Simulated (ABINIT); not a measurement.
Planning a run of ABINIT 10.8.3 on PbSe (Clausthalite). The input:

```
acell 3*1.0 Angstrom
rprim 
  -0.000000000000 3.060650000000 3.060650000000
  3.060650000000 0.000000000000 3.060650000000
  3.060650000000 3.060650000000 -0.000000000000
ntypat 2
znucl 82 34
natom 2
typat 1 2
xred 
  0.000000000000 0.000000000000 0.000000000000
  0.500000000000 0.500000000000 0.500000000000
pp_dirpath "pseudos"
pseudos "Pb.upf, Se.upf"
ecut 39
ngkpt 4 4 4
nshiftk 1
shiftk 0 0 0
kptopt 1
chksymbreak 0
istwfk *1
occopt 1
irdwfk 1
optdriver 3
nband 316
ecuteps 7.2
inclvkb 2
awtr 1
symchi 1
indata_prefix "in"
outdata_prefix "out"
tmpdata_prefix "tmp"
```

```sh
OMP_NUM_THREADS=1 mpirun -n 8 abinit run.abi > log
```

Q: How long will it take on 8 MPI ranks of Intel Xeon Platinum 8259CL at 2.50GHz (Skylake/Cascade Lake), shared host, and how much memory?

It took 3.2 min; on shared hardware allow 95 s to 6.4 min. Peak host memory was 3.7 GiB.

[Paths, hosts, dates, memory and timing lines, banners, echoed tables and standing remarks are left out of the program output.]

[Logs are printed without paths, hosts, clocks, repeated set-up lines and the standing remarks that a program may print on its own settings, such as how far it seeks lower states.]

[Runs of the session that timed out or met a known fault of the program may be left out.]

[Hosts, paths, dates, database ids (printed as entryN), source tags and the programs' standing remarks are cut or masked in the printed files.]

[G0W0 gaps are taken among the corrected bands and points alone; a level outside them can change the order at an edge.]

[Where Ansatz stands beside ABINIT at settings called matched, ABINIT's density can come from a denser mesh and the files from another edition; pairs whose starting gaps differed by over 0.03 eV were left out, so agreement reads better than it is.]
